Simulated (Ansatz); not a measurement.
# InF (model cell, started as layered BN type): following an unstable mode

Which phase does InF (model cell, started as layered BN type) fall into along its unstable mode, and how much energy does it gain?

Calculated with Ansatz 0.2.0; DFT PBEsol, scalar-relativistic, plane waves, PAW.

The structure was built from a prototype and need not be the compound's stable phase.

## 1. The starting structure

Symmetry: P6_3/mmc, No. 194, hexagonal system. Conventional cell: a = 4.459 Å, b = 4.459 Å, c = 5.557 Å, α = 90.00°, β = 90.00°, γ = 120.00°. Nearest to In lie 3 F at 2.57 Å. Nearest to F lie 3 In at 2.57 Å. Farther neighbours and most contacts between anions are not listed.

## 2. Response at finite wavevector

The cell comes from relaxations at this level that are not shown. The mesh has a single point along some directions, so zone-edge points there are not solved. Linear response on a 2×2×1 q mesh gives force constants as far as a supercell of that size would.

File input.yaml:

```yaml
crystal:
  lattice:
    - [4.4585767631, 3.0711e-06, 0.0]
    - [-2.2292910412, 3.861239206, 0.0]
    - [0.0, 0.0, 5.5566930877]
  atoms:
    - { symbol: In, position: [0.3333333333, 0.6666666667, 0.25] }
    - { symbol: In, position: [0.6666666667, 0.3333333333, 0.75] }
    - { symbol: F, position: [0.6666666667, 0.3333333333, 0.25] }
    - { symbol: F, position: [0.3333333333, 0.6666666667, 0.75] }
kpoints:
  mp_grid: { grid: [10, 10, 4] }
hamiltonian:
  xc: pbesol
scf:
  occupations: { method: fixed }
output:
  eigenvalues: true
phonons:
  method: dfpt
  dielectric: true
  rigid_motions: translations
  raman: true
  qmesh: [2, 2, 1]
  temperatures: { t_max: 1000, t_step: 50 }
  qpath:
    path:
      - [[0.0, 0.0, 0.0], [0.5, 0.0, 0.0], [0.33333333, 0.33333333, 0.0], [0.0, 0.0, 0.0], [0.0, 0.0, 0.5], [0.5, 0.0, 0.5], [0.33333333, 0.33333333, 0.5], [0.0, 0.0, 0.5]]
      - [[0.5, 0.0, 0.5], [0.5, 0.0, 0.0]]
      - [[0.33333333, 0.33333333, 0.5], [0.33333333, 0.33333333, 0.0]]
    npoints: 10
```

On the command line:

```console
$ ansatz run input.yaml --threads 4 --pin off --max-ram 7168MiB --backend cpu --events-out ev --progress --plain --runs-dir out
```

Numbers of over 12 decimals in the logs are rounded to 6 here.

Output:

```text
Warning: phonons: the dynamical matrix that this run interpolates holds no multipole term above the dipole-dipole one, and a site of this crystal is no centre of inversion, so its interpolated transverse optical and acoustic branches and sound speeds can stay off near Gamma, and the density of states and the thermodynamics with them. What a run solves at a wave vector of phonons.qpoints, Gamma apart, where the deck admits one, is free of this, and under fd what a larger phonons.supercell samples
Engine: ansatz 0.2.0, x86_64-unknown-linux-gnu
Pseudopotentials: kind: paw
Pseudopotential: In, paw, valence charge 13, recommended cutoff 420 eV (normal), In.paw.azcp
Pseudopotential: F, paw, valence charge 7, recommended cutoff 420 eV (normal), F.paw.azcp
Functional definition: PBEsol
  exchange = pbesol_x
  correlation = pbesol_c
Crystal: 4 atoms, lattice volume = 95.662 Å³
Basis set: ecut = 420 eV, 1873 PW (Γ), exchange–correlation on 60×60×80 points (8 copies of the dense FFT grid, shifted against one another)
Bands: 24, of which v1, the nominal top of the filled ones, is band 20 counted from 1 (19 counted from 0)
Symmetry: 24 space group operations
k-points: 117 of 400 (irreducible under 2 space group operations, time reversal used)
Non-local potential: In, projectors of the file, l = 0: 2, l = 1: 2, l = 2: 2, l = 3: 2
Non-local potential: F, projectors of the file, l = 0: 2, l = 1: 2, l = 2: 1
PAW form: soft (Blöchl's): semilocal exchange-correlation on the pseudo side does not see the compensation charge
PAW frozen core: In, regenerated for the run's functional, and the local potential with it (the file was generated under x = pbe(κ = 0.804, μ = 0.219515), c = pbe(β = 0.066725))
PAW frozen core: F, regenerated for the run's functional, and the local potential with it (the file was generated under x = pbe(κ = 0.804, μ = 0.219515), c = pbe(β = 0.066725))
PAW one-centre angular grid: In, 590 points (default); XC on 64 Gauss nodes
PAW one-centre angular grid: F, 110 points (default); XC on 64 Gauss nodes
Initial density: superposition of atomic densities (neutral atoms: chi_scale 0, normalization atom), corrected by the library's trained network
Initial wavefunctions: pseudopotential atomic-orbital guess
Functional: x = pbesol(κ = 0.804, μ = 0.123457), c = pbesol(β = 0.046)
SCF iter   1: F=—  HF=-12651.768256 eV  |F-HF|=—  |Δ(HF+E_count)|=         —  Δρ=1.16e-2  dr2=8.92e-2  ethr=1.77e-3  ⟨swp⟩=4.2  Hψ=9637  notcnv=0  defer=219
preconditioner: auto → Resta (q_TF=auto, 2.359 Å⁻¹)  ε∞=3.9  [insulator: Δε(μ)=1.700 eV  Ē_g=14.043 eV  n_scr=22 (ndim 8)  ℏωp=24.0 eV  f_vac=0.144  ε∞_Penn≈3.9]
SCF iter   2: F=—  HF=-12651.749944 eV  |F-HF|=—  |Δ(HF+E_count)|=   1.83e-2  Δρ=4.41e-3  dr2=1.13e-2  ethr=2.23e-4  ⟨swp⟩=2.0  Hψ=6326  notcnv=0  defer=225
SCF iter   3: F=—  HF=-12651.747656 eV  |F-HF|=—  |Δ(HF+E_count)|=   2.29e-3  Δρ=8.01e-4  dr2=7.29e-4  ethr=2.82e-5  ⟨swp⟩=2.0  Hψ=5358  notcnv=0  defer=231
SCF iter   4: F=—  HF=-12651.748185 eV  |F-HF|=—  |Δ(HF+E_count)|=   5.29e-4  Δρ=2.66e-4  dr2=1.41e-4  ethr=1.82e-6  ⟨swp⟩=3.0  Hψ=5138  notcnv=0  defer=232
SCF iter   5: F=—  HF=-12651.748415 eV  |F-HF|=—  |Δ(HF+E_count)|=   2.30e-4  Δρ=6.39e-5  dr2=8.33e-6  ethr=3.52e-7  ⟨swp⟩=2.0  Hψ=3976  notcnv=0  defer=232
SCF iter   6: F=—  HF=-12651.748433 eV  |F-HF|=—  |Δ(HF+E_count)|=   1.75e-5  Δρ=1.24e-5  dr2=1.20e-7  ethr=2.08e-8  ⟨swp⟩=2.4  Hψ=4336  notcnv=0  defer=3
SCF iter   7: F=—  HF=-12651.748432 eV  |F-HF|=—  |Δ(HF+E_count)|=   9.44e-7  Δρ=2.73e-6  dr2=6.79e-9  ethr=3.00e-10  ⟨swp⟩=2.3  Hψ=4360  notcnv=0
SCF iter   8: F=—  HF=-12651.748432 eV  |F-HF|=—  |Δ(HF+E_count)|=   8.70e-9  Δρ=3.80e-7  dr2=1.00e-10  ethr=1.70e-11  ⟨swp⟩=2.4  Hψ=4284  notcnv=0
SCF iter   9: F=-12651.748432 eV  HF=-12651.748432 eV  |F-HF|=1.82e-12  |Δ(HF+E_count)|=  1.42e-10  Δρ=6.24e-8  dr2=2.66e-12  ethr=1.00e-12  ⟨swp⟩=7.3  Hψ=15984  notcnv=0
SCF 1 converged in 9 iterations: F = -12651.748432 eV  dr2 = 2.66e-12
  greatest PAW one-centre occupation: 0.985 electrons in one spin orbital (limit 2), on the In atom at site 1 (counted from 0), in its partial waves of l = 2
NSCF: frozen V_eff on 2 k-points
DFPT response loops at Γ: preconditioner auto → Resta (q_TF=auto, 2.359 Å⁻¹)  ε∞=5.7 (no band partly filled); β = 1.00, the filter's whole step (`scf.mixing.beta` (0.50) is not read by the response loops at its default; to damp them type it under 1.00, their step now; it binds the ground state too); Broyden in place of MSR1
── the response to a field inside a basis, on 12×12×8 k-points: an SCF that follows is theirs, and a resumed run solves both again ──
Bands: 21, of which v1, the nominal top of the filled ones, is band 20 counted from 1 (19 counted from 0)
k-points: 168
Initial density: handed on by an earlier stage of this run
Initial wavefunctions: pseudopotential atomic-orbital guess (no wavefunctions were taken with the density)
Eigensolver: Dense (168 Hₖ)
SCF iter   1: F=—  HF=-12651.735229 eV  |F-HF|=—  |Δ(HF+E_count)|=         —  Δρ=4.49e-4  dr2=4.62e-5  ethr=1.00e-1
preconditioner: auto → Resta (q_TF=auto, 2.359 Å⁻¹)  ε∞=4.5  [insulator: Δε(μ)=1.672 eV  Ē_g=12.809 eV  n_scr=22 (ndim 8)  ℏωp=24.0 eV  f_vac=0.148  ε∞_Penn≈4.5]
SCF iter   2: F=—  HF=-12651.735219 eV  |F-HF|=—  |Δ(HF+E_count)|=   1.01e-5  Δρ=1.59e-4  dr2=1.70e-5  ethr=1.15e-7
SCF iter   3: F=—  HF=-12651.735217 eV  |F-HF|=—  |Δ(HF+E_count)|=   2.15e-6  Δρ=9.11e-5  dr2=1.76e-6  ethr=4.26e-8
SCF iter   4: F=—  HF=-12651.735217 eV  |F-HF|=—  |Δ(HF+E_count)|=   1.31e-7  Δρ=2.42e-5  dr2=1.35e-7  ethr=4.41e-9
SCF iter   5: F=—  HF=-12651.735217 eV  |F-HF|=—  |Δ(HF+E_count)|=   8.09e-9  Δρ=3.21e-6  dr2=3.65e-9  ethr=3.38e-10
SCF iter   6: F=-12651.735217 eV  HF=-12651.735217 eV  |F-HF|=3.46e-11  |Δ(HF+E_count)|=  3.35e-10  Δρ=2.37e-7  dr2=4.82e-11  ethr=9.12e-12
SCF 1 converged in 6 iterations: F = -12651.735217 eV  dr2 = 4.82e-11
DFPT response loops at Γ: preconditioner auto → Resta (q_TF=auto, 2.359 Å⁻¹)  ε∞=6.0 (no band partly filled); β = 1.00, the filter's whole step (`scf.mixing.beta` (0.50) is not read by the response loops at its default; to damp them type it under 1.00, their step now; it binds the ground state too); Broyden in place of MSR1
DFPT response loops at Γ: mixed as the last ones told, above
WARN: field response: ε∞ stands inside a basis, on 12×12×8 points; the force constants stand on the 10×10×4 k-mesh, whose period is 12.25 times the interband length at k = (0.3000, 0.3000, -0.5000), direct gap 2.225 eV, under 14: take them and everything formed from them as unconverged, and compare with a denser kpoints.mp_grid
NSCF: frozen V_eff on 42 k-points
NSCF: frozen V_eff on 312 k-points
DFPT response loops at q = (0, -0.5, 0) (fractional): preconditioner auto → Resta (q_TF=auto, 2.359 Å⁻¹)  ε∞=5.7 (no band partly filled); β = 1.00, the filter's whole step (`scf.mixing.beta` (0.50) is not read by the response loops at its default; to damp them type it under 1.00, their step now; it binds the ground state too); Broyden in place of MSR1
SCF converged after 9 iterations
Free energy (F): -12651.748432 eV
Harris-Foulkes:  -12651.748432 eV  (|F-HF|=1.82e-12)
Internal energy: -12651.748432 eV  (E = F + TS)
E sigma→0 (E₀):  -12651.748432 eV
Fermi energy:    4.475812 eV
--- Per-component energies (eV) ---
  E_band       = -230.514168
  E_kinetic    = 888.310570
  E_local      = -3979.111162  (includes V_loc(G=0)·N_el)
  E_nonlocal   = 881.943578
  E_hartree    = 1549.019129
  E_xc         = -585.144198
  E_vxc        = -402.528550  (∫ρ·V_xc dr)
  E_paw        = -8542.832070  (= ΣΔE_a)
  E_vpaw       = -717.170978  (= ΣTr[D̂ρ^β])
  E_aug_tail   = 0.004075  (compensation charges beyond the density's cutoff)
  E_ewald      = -2864.495043
  E_core_change = 0.556690  (= ΣΔE_core)
  E_smearing   = -0.000000  (= −TS)
  E_closure    = 0.000000  (closes the sum)
  Σ components = -12651.748432   (vs F -12651.748432, Δ=0.00e0)
--- Band table (eV; the first three rows and the last of 117) ---
  k-point 0: bands = [... 16 lower, 0.7560, 0.7560, 0.8299, 3.1902, 7.5858, 9.9567, 9.9567, 10.1029]
  k-point 1: bands = [... 16 lower, 0.7216, 0.7216, 1.6305, 3.2087, 7.8806, 9.9174, 9.9174, 10.0157]
  k-point 2: bands = [... 16 lower, 0.6255, 0.6255, 2.6853, 2.6853, 9.2902, 9.2902, 9.9044, 9.9044]
  k-point 116: bands = [... 16 lower, 0.5475, 0.7880, 3.4417, 4.3458, 6.8611, 7.3742, 8.4984, 9.5328]
--- Phonons (Γ-DFPT): 4 representative perturbations + reference, on 117 of 400 k-points (Σ response iterations 13) ---
  k mesh reduced under 2 symmetry operations, with k and −k counted as one. Each operation leaves every solved perturbation unchanged. A smaller set is not considered because the run solves the response to a homogeneous field
  ASR residual: 4.625e-5 → 0.000e0 eV/Å²; symmetrization residual: 1.176e-4 eV/Å²
  ASR residual per site (eV/Å²): 4.63e-5 4.63e-5 3.96e-5 3.96e-5
  Γ frequencies (cm⁻¹): -175.78 -77.54 -56.26 -56.26 0.00 0.00 0.00 73.45 73.45 73.60 101.55 101.55
  ε∞ (high-frequency dielectric tensor):
        5.251015    -0.000000     0.000000
       -0.000000     5.251015    -0.000000
        0.000000    -0.000000     6.215668
  softest optical mode at Γ: -175.78 cm⁻¹; the repairs (sum rule, projections) moved no ω² at Γ by more than (4.56 cm⁻¹)²
  Born effective charges Z* (e; rows j = field, columns β = displacement):
    site 0:
         1.58250   -0.00000    0.00000
        -0.00000    1.58250    0.00000
         0.00000   -0.00000    1.87863
    site 1:
         1.58250   -0.00000    0.00000
        -0.00000    1.58250   -0.00000
         0.00000   -0.00000    1.87863
    site 2:
        -1.58250    0.00000   -0.00000
         0.00000   -1.58250    0.00000
        -0.00000    0.00000   -1.87863
    site 3:
        -1.58250    0.00000   -0.00000
         0.00000   -1.58250    0.00000
        -0.00000    0.00000   -1.87863
  Z* charge neutrality: 8.935e-3 e pre-enforcement
  solved inside a basis spanned on kpoints, on 12×12×8 k-points transformed towards the longest dipole: ε∞ is read to err by 2.4e-2, Z* by 1.7e-2 e (field_mesh: kpoints solves on kpoints); Z* is corrected for what the basis lacks
  Raman tensors (in the event stream and the table raman_tensors.tsv): an entry may err by 4.0e-1 Å², one of the second-order susceptibility by 2.4e-19 pm/V (basis, points and sum rule); their sum over the sites missed zero by 3.775e-15 Å² ahead of its enforcement
  optical modes at Γ without the LO–TO term, one row a degenerate level:
      ω (cm⁻¹)  modes    IR ((D/Å)²/amu)  static Raman (Å⁴/amu)  depolarisation
       -175.78      1             0.0000                 0.0000               —
        -77.54      1             9.9898                 0.0000               —
        -56.26      2             0.0000                42.4532           0.750
         73.45      2             0.0000                40.4543           0.750
         73.60      1             0.0000                 0.0000               —
        101.55      2            14.1773                 0.0000               —
  optical modes at Γ + LO–TO along q̂ = [1.0000, 0.0000, 0.0000]:
      ω (cm⁻¹)  modes    IR ((D/Å)²/amu)  static Raman (Å⁴/amu)  depolarisation
       -175.78      1             0.0000                 0.0000               —
        -77.54      1             9.9898                 0.0000               —
        -56.26      2             0.0000                42.4532           0.750
         73.45      2             0.0000                40.4543           0.750
         73.60      1             0.0000                 0.0000               —
        101.55      1             7.0887                 0.0000               —
        201.02      1             7.0887                 0.0000               —
  optical modes at Γ + LO–TO along q̂ = [0.0000, 1.0000, 0.0000]:
      ω (cm⁻¹)  modes    IR ((D/Å)²/amu)  static Raman (Å⁴/amu)  depolarisation
       -175.78      1             0.0000                 0.0000               —
        -77.54      1             9.9898                 0.0000               —
        -56.26      2             0.0000                42.4532           0.750
         73.45      2             0.0000                40.4543           0.750
         73.60      1             0.0000                 0.0000               —
        101.55      1             7.0887                 0.0000               —
        201.02      1             7.0887                 0.0000               —
  optical modes at Γ + LO–TO along q̂ = [0.0000, 0.0000, 1.0000]:
      ω (cm⁻¹)  modes    IR ((D/Å)²/amu)  static Raman (Å⁴/amu)  depolarisation
       -175.78      1             0.0000                 0.0000               —
        -56.26      2             0.0000                42.4532           0.750
         73.45      2             0.0000                40.4543           0.750
         73.60      1             0.0000                 0.0000               —
        101.55      2            14.1773                 0.0000               —
        172.69      1             9.9898                 0.0000               —
--- Phonons (arbitrary-q DFPT): 2 irreducible q on the 2×2×1 mesh ---
  q = [0.0000, 0.0000, 0.0000] (star 1, of the zone-centre solve; hermiticity 1.78e-4, symmetrization 8.90e-5): -175.78 -77.54 -56.26 -56.26 -0.00 -0.00 0.00 73.45 73.45 73.60 101.55 101.55
  q = [0.0000, -0.5000, 0.0000] (star 3, 6 solved perturbations in 810 linear systems a pass and spin channel, the states on 156 of 400 k-point pairs; hermiticity 7.35e-6, symmetrization 1.65e-6): -149.50 -133.87 -113.19 -72.55 33.88 44.42 53.58 67.16 81.80 90.95 120.77 174.04
  sum rule: each row above includes the acoustic sum rule's correction from the zone centre's row sums; it moved no ω² by more than (0.75 cm⁻¹)²
  mesh force constants: q→R imaginary residual 6.34e-18; ASR residual 4.625e-5 → 0.000e0 eV/Å²; symmetrization residual 1.332e-15 eV/Å²
  interpolated dispersion: 94 rows × 12 modes
  density of states and harmonic sums: on the 16×16×11 q-mesh, interpolated from the force constants of a 2×2×1 supercell (with the dipole–dipole term)
  largest difference from the sums on the solved wave vectors: F 1.97e-1 eV, S 2.63e-4 and C_V 6.57e-5 eV/K
  zero-point energy: 0.039135 eV/cell   skipped modes (ω ≤ 0): 728, of them read as no rigid motion or as one in doubt: 725 (3.987e0 modes/cell left out, lowest -175.78 cm⁻¹)   left out of the sums: 3.32e-1 of the cell's modes: C_V's classical limit lies that fraction below 3 k_B per atom; for a crystal, a wire or a layer, F and S can be off by more, and a phonons.interpolated_qmesh denser along its periods is the remedy for the sampling
```

It took 12 min on 4 threads of Intel Xeon 6975P-C (Granite Rapids), shared host; peak memory 2.8 GiB; 41 min of CPU time.

The column dr2 measures how far the density is from self-consistency, as an energy; F and HF (Harris–Foulkes) agree once it is small.

Numbers from this step:

| Property | Result |
| --- | --- |
| gap on the k-mesh | 1.815 eV |
| volume per atom | 23.92 Å³ |
| sum-rule residual before enforcement | 4.63e-5 eV/Å² |
| miss of the charge sum rule | 0.008935 e |
| estimated error of the dielectric tensor | 0.02436 |
| estimated error of the Born charges | 0.01674 e |
| point group | 6/mmm |
| highest optical mode at the zone centre (no LO-TO term) | 101.5 cm⁻¹ |
| lowest optical zone-centre mode | -175.8 cm⁻¹ |
| mean high-frequency dielectric constant | 5.573 |
| largest Born charge (third of the trace) | 1.681 e |
| top of the zone-centre spectrum with the field | 201.0 cm⁻¹ |
| lowest mode on the q mesh (acoustic modes at Γ apart) | -175.8 cm⁻¹ |
| highest frequency at a solved wavevector (no LO-TO term at Γ) | 174.0 cm⁻¹ |

Frequencies (cm⁻¹) solved at each irreducible wavevector; negative means imaginary. Frequencies by wavevector, by row:

| q in reciprocal lattice units | star | mode 1 | mode 2 | mode 3 | mode 4 | mode 10 | mode 11 | mode 12 |
| --- | --- | --- | --- | --- | --- | --- | --- | --- |
| 0 0 0 | 1 | -175.8 | -77.5 | -56.3 | -56.3 | 73.6 | 101.5 | 101.5 |
| 0 -0.5 0 | 3 | -149.5 | -133.9 | -113.2 | -72.5 | 91 | 120.8 | 174 |

Symmetry leaves 2 wavevectors to solve. The lowest mode among them, the acoustic zeros apart, lies at Γ and is imaginary, 175.8i cm⁻¹, so the energy falls along it.

The log warns of the k mesh: “the force constants stand on the 10×10×4 k-mesh, whose period is 12.25 times the interband length at k = (0.3000, 0.3000, -0.5000), direct gap 2.225 eV, under 14: take them and everything formed from them as unconverged”.

## 3. The mode frozen in, largest atomic shift 0 Å

The mode followed lies at Γ with frequency 175.8i cm⁻¹, the softest among the wavevectors solved. At small amplitude the distorted cell has space group no. 164 by a symmetry search on the positions. The undistorted cell that holds it gives the zero of energy on the same k mesh.

input.yaml, the sections that differ from step 2:

```yaml
scf:
  occupations: { method: gaussian, width: 0.02 }
output:
  forces: true
  stress: true
  eigenvalues: true
# crystal, kpoints, hamiltonian: as in step 2
# phonons: removed
```

Output:

```text
[...]
Crystal: 4 atoms, lattice volume = 95.662 Å³
Basis set: ecut = 420 eV, 1873 PW (Γ), exchange–correlation on 60×60×80 points (8 copies of the dense FFT grid, shifted against one another)
Bands: 24, of which v1, the nominal top of the filled ones, is band 20 counted from 1 (19 counted from 0)
Symmetry: 24 space group operations
[...]
k-points: 42 of 400
[...]
P = ⅓ Tr σ = 0.0017 GPa (0.017 kbar)
--- Band table (eV; the first three rows and the last of 42) ---
  k-point 0: bands = [... 16 lower, 0.7560, 0.7560, 0.8299, 3.1902, 7.5858, 9.9567, 9.9567, 10.1029]
  k-point 1: bands = [... 16 lower, 0.7216, 0.7216, 1.6305, 3.2086, 7.8806, 9.9173, 9.9173, 10.0157]
  k-point 2: bands = [... 16 lower, 0.6254, 0.6254, 2.6853, 2.6853, 9.2901, 9.2901, 9.9044, 9.9044]
  k-point 41: bands = [... 16 lower, 0.8994, 0.8994, 4.4758, 4.4758, 6.7007, 6.7007, 7.8350, 7.8350]
[key lines of the parts left out:]
SCF converged after 7 iterations
Free energy (F): -12651.748432 eV
Fermi energy:    5.383359 eV
```

Run time: 1.8 s. Hardware: 4 threads; peak memory 0.46 GiB; 5.7 s of CPU time.

This step gave:

* pressure: 0.001659 GPa
* energy from the undistorted cell: 0 meV/atom

At this level the gap is 1.81 eV on the k-mesh of the self-consistent run, which can miss the band edges.

(Continued in part 2 of 3.)

[Logs are printed without paths, hosts, clocks, repeated set-up lines and the standing remarks that a program may print on its own settings, such as how far it seeks lower states.]

[Hosts, paths, dates, database ids (printed as entryN), source tags and the programs' standing remarks are cut or masked in the printed files.]
